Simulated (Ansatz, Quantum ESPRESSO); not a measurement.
# BAs (F-43m): phonons by linear response, part 2 of 4

How does BAs (F-43m) vibrate, and is this structure a minimum?

Quantum ESPRESSO 7.5; DFT LDA, scalar-relativistic, plane waves, PseudoDojo norm-conserving pseudopotentials.

So far. Step 2 (A probe with smearing): A gap of 1.2 eV opens on this mesh, so the crystal is taken as an insulator; the start stands at -4.1 GPa. Step 4 (Ground state): The cell stands at -0.15 GPa, close enough for phonons. The relaxed cell has a = 4.731 Å (conventional setting).

### 5. Phonons on a q mesh

Linear response treats each wavevector in the unit cell, with no supercell; the 4×4×4 mesh fixes the range of the force constants to be had.

Contents of ph.in:

```
phonons
&INPUTPH
  prefix = 'x'
  outdir = './tmp'
  fildyn = 'x.dyn'
  tr2_ph = 1.0d-18
  epsil  = .true.
  ldisp  = .true.
  nq1    = 4
  nq2    = 4
  nq3    = 4
/
```

The run is started by

```
OMP_NUM_THREADS=1 mpirun -n 4 ph.x -nk 4 -in ph.in > ph.out
```

Numbers of over 12 decimals in the logs are rounded to 6 here.

Output:

```text
[banners, grids, parts of the stress and lines that vanish by symmetry left out]
[banner, memory and clock lines left out]
Program PHONON v.7.5

[...]
Exchange-correlation= PW
                           (   1   4   0   0   0   0   0)
[...]
(   8 q-points):
[...]
kinetic-energy cut-off    =      80.0000  Ry
     charge density cut-off    =     320.0000  Ry
     convergence threshold     =      1.0E-18
[...]
Exchange-correlation= PW
                           (   1   4   0   0   0   0   0)
[...]
q = (   0.0000000   0.0000000   0.0000000 )
     25 Sym.Ops. (with q -> -q+G )
     G cutoff =  323.9284  (  17153 G-vectors)     FFT grid: ( 36, 36, 36)
     number of k points=    29
[...]
Mode symmetry, T_d (-43m)  point group:
[...]
Dielectric constant
[...]
End of electric fields calculation
          Dielectric constant in cartesian axis
          (      10.000596689      -0.000000000       0.000000000 )
          (      -0.000000000      10.000596689       0.000000000 )
          (       0.000000000      -0.000000000      10.000596689 )
          Effective charges (d Force / dE) in cartesian axis without acoustic sum rule applied (asr)
           atom    1  B     Mean Z*:       -0.57977
      Ex  (       -0.57977        0.00000       -0.00000 )
      Ey  (        0.00000       -0.57977       -0.00000 )
      Ez  (       -0.00000       -0.00000       -0.57977 )
           atom    2  As    Mean Z*:        0.49371
      Ex  (        0.49371       -0.00000       -0.00000 )
      Ey  (       -0.00000        0.49371       -0.00000 )
      Ez  (       -0.00000        0.00000        0.49371 )
          Effective charges Sum: Mean:       -0.08606
[...]
Effective charges (d Force / dE) in cartesian axis with asr applied:
           atom    1  B     Mean Z*:       -0.53674
[...]
atom    2  As    Mean Z*:        0.53674
[...]
Representation #   1 modes #   1   2   3
[...]
End of self-consistent calculation
     Convergence has been achieved
     Representation #   2 modes #   4   5   6
[...]
End of self-consistent calculation
     Convergence has been achieved
[...]
Dielectric constant in cartesian axis
          (      10.000596689      -0.000000000       0.000000000 )
          (      -0.000000000      10.000596689       0.000000000 )
          (       0.000000000      -0.000000000      10.000596689 )
          Effective charges (d Force / dE) in cartesian axis without acoustic sum rule applied (asr)
           atom    1  B     Mean Z*:       -0.57977
      Ex  (       -0.57977        0.00000       -0.00000 )
      Ey  (        0.00000       -0.57977       -0.00000 )
      Ez  (       -0.00000       -0.00000       -0.57977 )
           atom    2  As    Mean Z*:        0.49371
      Ex  (        0.49371       -0.00000       -0.00000 )
      Ey  (       -0.00000        0.49371       -0.00000 )
      Ez  (       -0.00000        0.00000        0.49371 )
          Effective charges Sum: Mean:       -0.08606
[...]
Effective charges (d Force / dE) in cartesian axis with asr applied:
           atom    1  B     Mean Z*:       -0.53674
[...]
atom    2  As    Mean Z*:        0.53674
[...]
Effective charges (d P / du) in cartesian axis
[...]
q = (    0.000000000   0.000000000   0.000000000 )
[...]
freq (    1) =       0.065703 [THz] =       2.191607 [cm-1]
     freq (    2) =       0.065703 [THz] =       2.191607 [cm-1]
     freq (    3) =       0.065703 [THz] =       2.191607 [cm-1]
     freq (    4) =      21.024131 [THz] =     701.289520 [cm-1]
     freq (    5) =      21.024131 [THz] =     701.289520 [cm-1]
     freq (    6) =      21.024131 [THz] =     701.289520 [cm-1]
[...]
Mode symmetry, T_d (-43m)  point group:
     freq (   1-   3) =          2.2  [cm-1]   --> T_2  G_15 P_4   I+R
     freq (   4-   6) =        701.3  [cm-1]   --> T_2  G_15 P_4   I+R
[...]
Mode symmetry, C_3v (3m)   point group:
[...]
Representation #   1 mode #   1
[...]
End of self-consistent calculation
     Convergence has been achieved
     Representation #   2 mode #   2
[...]
End of self-consistent calculation
     Convergence has been achieved
     Representation #   3 modes #   3   4
[...]
Convergence has been achieved
     Representation #   4 modes #   5   6
[...]
Convergence has been achieved
[...]
q = (   -0.176776695   0.176776695  -0.176776695 )
[...]
freq (    1) =       3.362671 [THz] =     112.166628 [cm-1]
     freq (    2) =       3.362671 [THz] =     112.166628 [cm-1]
     freq (    3) =       6.686988 [THz] =     223.053924 [cm-1]
     freq (    4) =      20.538063 [THz] =     685.076044 [cm-1]
     freq (    5) =      20.538063 [THz] =     685.076044 [cm-1]
     freq (    6) =      21.273622 [THz] =     709.611661 [cm-1]
[...]
Mode symmetry, C_3v (3m)   point group:
     freq (   1-   2) =        112.2  [cm-1]   --> E    L_3
     freq (   3-   3) =        223.1  [cm-1]   --> A_1  L_1
     freq (   4-   5) =        685.1  [cm-1]   --> E    L_3
     freq (   6-   6) =        709.6  [cm-1]   --> A_1  L_1
[...]
Mode symmetry, C_3v (3m)   point group:
[...]
Representation #   1 mode #   1
[...]
Convergence has been achieved
     Representation #   2 mode #   2
[...]
Convergence has been achieved
     Representation #   3 modes #   3   4
[...]
Convergence has been achieved
     Representation #   4 modes #   5   6
[...]
Convergence has been achieved
[...]
q = (    0.353553391  -0.353553391   0.353553391 )
[...]
freq (    1) =       4.165836 [THz] =     138.957333 [cm-1]
     freq (    2) =       4.165836 [THz] =     138.957333 [cm-1]
[...]
Mode symmetry, C_3v (3m)   point group:
     freq (   1-   2) =        139.0  [cm-1]   --> E    L_3
     freq (   3-   3) =        313.0  [cm-1]   --> A_1  L_1
     freq (   4-   5) =        678.5  [cm-1]   --> E    L_3
     freq (   6-   6) =        713.6  [cm-1]   --> A_1  L_1
[...]
Mode symmetry, C_2v (mm2)  point group:
[...]
Convergence has been achieved
[...]
Convergence has been achieved
[...]
Convergence has been achieved
[...]
Convergence has been achieved
[...]
q = (    0.000000000   0.353553391   0.000000000 )
[...]
Mode symmetry, C_2v (mm2)  point group:
     freq (   1-   1) =        151.2  [cm-1]   --> B_1  D_3  S_3
     freq (   2-   2) =        151.2  [cm-1]   --> B_2  D_4  S_4
     freq (   3-   3) =        231.1  [cm-1]   --> A_1  D_1  S_1
     freq (   4-   4) =        664.2  [cm-1]   --> B_1  D_3  S_3
     freq (   5-   5) =        664.2  [cm-1]   --> B_2  D_4  S_4
     freq (   6-   6) =        723.0  [cm-1]   --> A_1  D_1  S_1
[...]
Mode symmetry, C_s (m)     point group:
[...]
q = (    0.530330086  -0.176776695   0.530330086 )
[...]
Mode symmetry, C_s (m)     point group:
     freq (   1-   1) =        176.4  [cm-1]   --> A''
     freq (   2-   2) =        226.0  [cm-1]   --> A'
     freq (   3-   3) =        284.6  [cm-1]   --> A'
     freq (   4-   4) =        644.9  [cm-1]   --> A'
     freq (   5-   5) =        654.0  [cm-1]   --> A''
     freq (   6-   6) =        721.3  [cm-1]   --> A'
[...]
Mode symmetry, C_s (m)     point group:
[...]
q = (    0.353553391   0.000000000   0.353553391 )
[...]
Mode symmetry, C_s (m)     point group:
     freq (   1-   1) =        163.2  [cm-1]   --> A''
     freq (   2-   2) =        222.0  [cm-1]   --> A'
     freq (   3-   3) =        259.3  [cm-1]   --> A'
     freq (   4-   4) =        652.7  [cm-1]   --> A'
     freq (   5-   5) =        663.0  [cm-1]   --> A''
     freq (   6-   6) =        712.5  [cm-1]   --> A'
[...]
Mode symmetry, D_2d (-42m) point group:
[...]
Representation #   3 modes #   3   4
[...]
Convergence has been achieved
     Representation #   4 modes #   5   6
[...]
Convergence has been achieved
[...]
q = (    0.000000000  -0.707106781   0.000000000 )
[...]
freq (    5) =      19.241899 [THz] =     641.840678 [cm-1]
     freq (    6) =      22.236812 [THz] =     741.740217 [cm-1]
[...]
Mode symmetry, D_2d (-42m) point group:
     freq (   1-   2) =        192.7  [cm-1]   --> E    X_5  W_3
     freq (   3-   3) =        321.8  [cm-1]   --> A_1  X_1  W_1
     freq (   4-   5) =        641.8  [cm-1]   --> E    X_5  W_3
     freq (   6-   6) =        741.7  [cm-1]   --> B_2  X_3  W_2
[...]
Mode symmetry, S_4 (-4)    point group:
[...]
Convergence has been achieved
[...]
Convergence has been achieved
[...]
Convergence has been achieved
[...]
Convergence has been achieved
     Representation #   5 mode #   5
[...]
End of self-consistent calculation
     Convergence has been achieved
     Representation #   6 mode #   6
[...]
End of self-consistent calculation
     Convergence has been achieved
[...]
q = (   -0.353553391  -0.707106781   0.000000000 )
[...]
freq (    1) =       6.764106 [THz] =     225.626291 [cm-1]
     freq (    2) =       7.751161 [THz] =     258.550903 [cm-1]
     freq (    3) =       8.008419 [THz] =     267.132106 [cm-1]
     freq (    4) =      18.926018 [THz] =     631.304019 [cm-1]
     freq (    5) =      19.277054 [THz] =     643.013318 [cm-1]
     freq (    6) =      21.545248 [THz] =     718.672117 [cm-1]
[...]
Mode symmetry, S_4 (-4)    point group:
     freq (   1-   1) =        225.6  [cm-1]   --> E*   W_2
     freq (   2-   2) =        258.6  [cm-1]   --> B    W_3
     freq (   3-   3) =        267.1  [cm-1]   --> A    W_1
     freq (   4-   4) =        631.3  [cm-1]   --> E    W_4
     freq (   5-   5) =        643.0  [cm-1]   --> B    W_3
     freq (   6-   6) =        718.7  [cm-1]   --> E*   W_2
```

It took 44 min on 4 MPI ranks of Arm Neoverse V1, shared host; 2.9 h of CPU time.

Numbers from this step:

| Quantity | Value |
| --- | --- |
| miss of the charge sum rule | 0.08606 e |
| largest acoustic frequency at the zone centre before the sum rule | 2.19 cm⁻¹ |
| highest optical zone-centre mode (no LO-TO term) | 701.3 cm⁻¹ |
| lowest optical zone-centre mode | 701.3 cm⁻¹ |
| mean high-frequency dielectric constant | 10.00 |
| largest Born charge in size (third of the trace) | 0.5798 e |
| lowest mode on the q mesh (acoustic ones at the zone centre apart) | 112.2 cm⁻¹ |

Frequencies (cm⁻¹) at each irreducible wavevector; negative means imaginary. Frequencies by wavevector:

```tsv
q (fractions)	star	mode 1	mode 2	mode 3	mode 4	mode 5	mode 6
0 0 0	1	2.19	2.19	2.19	701.3	701.3	701.3
0 0 0.25	8	112.2	112.2	223.1	685.1	685.1	709.6
0 0 -0.5	4	139	139	313	678.5	678.5	713.6
0 0.25 0.25	6	151.2	151.2	231.1	664.2	664.2	723
0 0.25 -0.5	24	176.4	226	284.6	644.9	654	721.3
0 0.25 -0.25	12	163.2	222	259.3	652.7	663	712.5
0 -0.5 -0.5	3	192.7	192.7	321.9	641.8	641.8	741.7
0.25 -0.5 -0.25	6	225.6	258.6	267.1	631.3	643	718.7
```

Born charge (rows field, columns displacement), before the sum rule (e), principal values of the symmetric part by kind of site:

```tsv
atom	atoms with these values	low	middle	high	mean
B1	1	-0.5798	-0.5798	-0.5798	-0.5798
As2	1	0.4937	0.4937	0.4937	0.4937
```

In full for As2:

```
0.4937 0.0000 0.0000
0.0000 0.4937 0.0000
0.0000 0.0000 0.4937
```

High-frequency dielectric tensor:

```
10.00  0.00  0.00
 0.00 10.00  0.00
 0.00  0.00 10.00
```

The acoustic modes at Γ come out as far as 2.2 cm⁻¹ from zero, where they should vanish, a small numerical error; the Born charges miss their sum rule by 0.086 e, too much: mesh or cutoff is short for the field response.

### 6. Fourier transform to real space

The dynamical matrices of the mesh are Fourier-transformed to force constants in real space, after the long-range dipole part is taken out.

Contents of q2r.in:

```
&INPUT
  fildyn = 'x.dyn'
  zasr   = 'simple'
  flfrc  = 'x.fc'
/
```

The run is started by

```
q2r.x < q2r.in > q2r.out
```

Output:

```text
[banners, grids, parts of the stress and lines that vanish by symmetry left out]
[banner, memory and clock lines left out]
Program Q2R v.7.5

  reading grid info from file x.dyn0

  reading force constants from file x.dyn1
 macroscopic fields = T
  10.00060  -0.00000   0.00000
  -0.00000  10.00060  -0.00000
[...]
na=            1
[...]
na=            2
[...]
-0.00000   0.49371  -0.00000
  -0.00000   0.00000   0.49371
  alpha Ewald:    1.012276
  nqs=            1
 q=   0.00000000  0.00000000  0.00000000
  reading force constants from file x.dyn2
  alpha Ewald:    1.012276
  nqs=            8
 q=  -0.17677670  0.17677670 -0.17677670
[...]
reading force constants from file x.dyn7
  alpha Ewald:    1.012276
  nqs=            3
[...]
reading force constants from file x.dyn8
  alpha Ewald:    1.012276
  nqs=            6
[...]
q=  -0.00000000 -0.35355339 -0.70710678
 q=   0.00000000  0.35355339 -0.70710678

      q-space grid ok, #points =   64

      fft-check warning: sum of imaginary terms = 6.678681E-11
```

The job ended after 0.47 s (1 thread).

### 7. Dispersion

From the force constants any wavevector is cheap; points of the mesh come back as solved, but for the sum rule and, in polar crystals, the LO-TO term at Γ; the rest is interpolation.

Contents of matdyn.in:

```
&INPUT
  asr              = 'simple'
  flfrc            = 'x.fc'
  flfrq            = 'x.freq'
  flvec            = 'x.modes'
  q_in_band_form   = .true.
  q_in_cryst_coord = .true.
/
8
  0.0000000   0.0000000   0.0000000  12  ! GAMMA
 -0.0000000   0.5000000   0.5000000  12  ! X
 -0.0000000   0.6250000   0.3750000   1  ! U
 -0.3750000   0.3750000   0.0000000  12  ! K
  0.0000000   0.0000000   0.0000000  12  ! GAMMA
 -0.0000000   0.5000000   0.0000000  12  ! L
 -0.2500000   0.5000000   0.2500000  12  ! W
 -0.0000000   0.5000000   0.5000000   1  ! X
```

The run is started by

```
matdyn.x -in matdyn.in > matdyn.out
```

Output:

```text
[banner, memory and clock lines left out]
Program MATDYN v.7.5

 mass for atomic type   1 not given; uses mass from file x.fc
 mass for atomic type   2 not given; uses mass from file x.fc
```

It took 0.47 s on 1 thread.

This step gave:

```
lowest frequency on the path : 0 cm⁻¹
```

Matdyn.x, sum rule simple. The phonon branches at the labelled points (cm⁻¹):

```tsv
point	branch 1	branch 2	branch 3	branch 4	branch 5	branch 6
Γ	0	0	0	701	701	705
halfway	151	151	231	664	664	723
X	193	193	322	642	642	742
halfway	193	212	313	638	643	736
U	191	247	290	631	646	727
jump to K	191	247	290	631	646	727
halfway	134	179	230	674	676	707
Γ	0	0	0	701	701	705
halfway	112	112	223	685	685	710
L	139	139	313	678	678	714
halfway	179	215	291	645	660	716
W	226	258	267	631	643	719
halfway	209	216	305	637	642	731
X	193	193	322	642	642	742
```

The phonon branches as a text plot (rows in cm⁻¹):

```
    726 |   *******************               *******************
    695 |*****                 ****************
    664 |     ****        *******              *********
    634 |         ************                        ***********
    603 |
    572 |
    541 |
    510 |
    479 |
    448 |
    417 |
    386 |
    355 |
    324 |          *****                         ***          ***
    294 |        **     **                     **   ****    **
    263 |       *         ******             **         ****
    232 |      *        **   ** *           *          * *****
    201 |     *    *********   * *         *         ****    ****
    170 |    *  ***         *** * *       *         ***
    139 |   * **               *****          *******
    108 |    *                   ****    * ***
     77 |  **                      **   ***
     46 | **                        *** *
     15 |**                          ***
         Γ           X  U|K            Γ         L        W     X
```

All branches are real along the path.

### 8. Density of states

Sums over the zone need many more wavevectors than were solved, so the interpolation is sampled on a dense mesh.

Contents of matdyn.in:

```
&INPUT
  asr    = 'simple'
  flfrc  = 'x.fc'
  dos    = .true.
  fldos  = 'x.dos'
  nk1    = 16
  nk2    = 16
  nk3    = 16
  deltaE = 1.0
/
```

The run is started by

```
matdyn.x -in matdyn.in > matdyn.out
```

Output:

```text
[banner, memory and clock lines left out]
Program MATDYN v.7.5

 mass for atomic type   1 not given; uses mass from file x.fc
 mass for atomic type   2 not given; uses mass from file x.fc
```

Run time: 7.1 s. Hardware: 1 thread.

Numbers from this step:

- share of modes beyond 3i cm⁻¹ on the dense interpolated mesh: 0
- zero-point energy per atom: 82.42 meV
- heat capacity at 300 K: 16.96 J/(mol atoms K)
- vibrational entropy at 300 K: 15.65 J/(mol atoms K)

The phonon density of states has structure finer than the step of the table below, so its rows give means over 25 cm⁻¹, whole bins alone (the curve runs from 0 to 740 cm⁻¹). Peaks (cm⁻¹: height): total 192.0: 0.0268, 284.0: 0.0251, 648.0: 0.0488, 716.0: 0.0628; As 192.0: 0.0248, 284.0: 0.0247, 676.0: 0.00329; B 648.0: 0.0458, 716.0: 0.0601.

Tetrahedra. Table of phonon density of states by wavenumber; means over each step; values in 1/cm⁻¹/cell:

```tsv
wavenumber (cm⁻¹)	total	As	B
25	6.9e-5	6.3e-5	8.2e-6
50	4.7e-4	4.1e-4	5.7e-5
75	0.00129	0.00113	1.5e-4
100	0.00275	0.00244	3.1e-4
125	0.00615	0.00551	6.4e-4
150	0.0149	0.0135	0.00142
175	0.0193	0.0177	0.00159
200	0.0216	0.0201	0.00148
225	0.0134	0.0127	7.4e-4
250	0.0104	0.00994	4.7e-4
275	0.0181	0.0177	3.8e-4
300	0.0110	0.0109	1.2e-4
325	5.8e-4	5.8e-4	2.9e-6
350	0	0	0
375	0	0	0
400	0	0	0
425	0	0	0
450	0	0	0
475	0	0	0
500	0	0	0
525	0	0	0
550	0	0	0
575	0	0	0
600	0	0	0
625	0.00683	1.3e-4	0.00671
650	0.0408	0.00249	0.0383
675	0.0286	0.00261	0.0260
700	0.0117	9.3e-4	0.0108
725	0.0308	0.00118	0.0296
```

Harmonic thermodynamic functions per atom, summed over the density of states scaled to three modes an atom; melting is ignored. Thermodynamic functions:

```tsv
T (K)	F_vib (meV/atom)	S (J/mol-atom/K)	C_V (J/mol-atom/K)
0	82.42	0	0
50	82.36	0.518	1.699
100	81.46	3.185	6.381
200	74.8	9.655	12.61
300	61.62	15.65	16.96
400	42.6	20.93	19.64
500	18.48	25.5	21.25
600	-10.06	29.47	22.25
700	-42.45	32.95	22.9
800	-78.23	36.04	23.35
900	-117	38.81	23.66
1000	-158.6	41.32	23.9
```

At 300 K the heat capacity has reached 68 % of the Dulong-Petit value.

### 9. Zone-centre analysis

A rigid shift of the crystal must cost nothing, but grids and finite bases break this; the acoustic sum rule is imposed before the matrix is diagonalised again. With Born charges the intensities follow, and the static dielectric tensor.

Contents of dynmat.in:

```
&INPUT
  fildyn = 'x.dyn1'
  asr    = 'simple'
  fileig = 'dynmat.eig'
  lperm  = .true.
/
```

The run is started by

```
dynmat.x -in dynmat.in > dynmat.out
```

Output:

```text
[banner, memory and clock lines left out]
Program DYNMAT v.7.5

     Reading Dynamical Matrix from file x.dyn1
     ...Force constants read
     ...epsilon and Z* read
     A direction for q was not specified:TO-LO splitting will be absent

     Polarizability (A^3 units)
     multiply by 0.249988 for Clausius-Mossotti correction
        18.959984   -0.000000    0.000000
        -0.000000   18.959984   -0.000000
         0.000000    0.000000   18.959984

     IR activities are in (D/A)^2/amu units

# mode   [cm-1]    [THz]      IR
    1      0.00    0.0000    0.0000
    2      0.00    0.0000    0.0000
    3      0.00    0.0000    0.0000
    4    701.29   21.0241    0.7036
    5    701.29   21.0241    0.7036
    6    701.29   21.0241    0.7036

Electronic dielectric permittivity tensor (relative, adimensional)
        10.000597   -0.000000    0.000000
        -0.000000   10.000597   -0.000000
         0.000000    0.000000   10.000597

 ... with zone-center polar mode contributions
        10.115860    0.000000    0.000000
         0.000000   10.115860    0.000000
         0.000000    0.000000   10.115860
```

Elapsed: 0.45 s, on 1 thread.

Read from the output:

- mean static dielectric constant: 10.12

Unit eigenvectors of the mass-weighted matrix after the sum rule; no LO-TO term. The modes at Γ (shares of kinetic energy by element, %):

```tsv
mode	frequency (cm⁻¹)	symmetry	B %	As %
1	0.0	acoustic	13	87
2	0.0	acoustic	13	87
3	0.0	acoustic	13	87
4	701.3	T2	87	13
5	701.3	T2	87	13
6	701.3	T2	87	13
```

Displacements in mode 4 (701.3 cm⁻¹), the largest set to 1:
```
B1   0.00  1.00  0.00
As2  0.00 -0.14  0.00
```

Degenerate modes summed, no LO-TO term. Lines of the infrared spectrum (strongest = 100):

```tsv
position (cm⁻¹)	lines merged	label	IR intensity, relative
701	3	T2	100
```

Static dielectric tensor (ions relaxed, fixed cell):

```
10.12  0.00  0.00
 0.00 10.12  0.00
 0.00  0.00 10.12
```

The rule moves no optical mode by more than 0.1 cm⁻¹.

(Part 2 of 4 ends here.)

[Host names and launcher messages were left out of these logs when they were recorded.]

[Logs are printed without paths, hosts, clocks, repeated set-up lines and the standing remarks that a program may print on its own settings, such as how far it seeks lower states.]

[Hosts, paths, dates, database ids (printed as entryN), source tags and the programs' standing remarks are cut or masked in the printed files.]
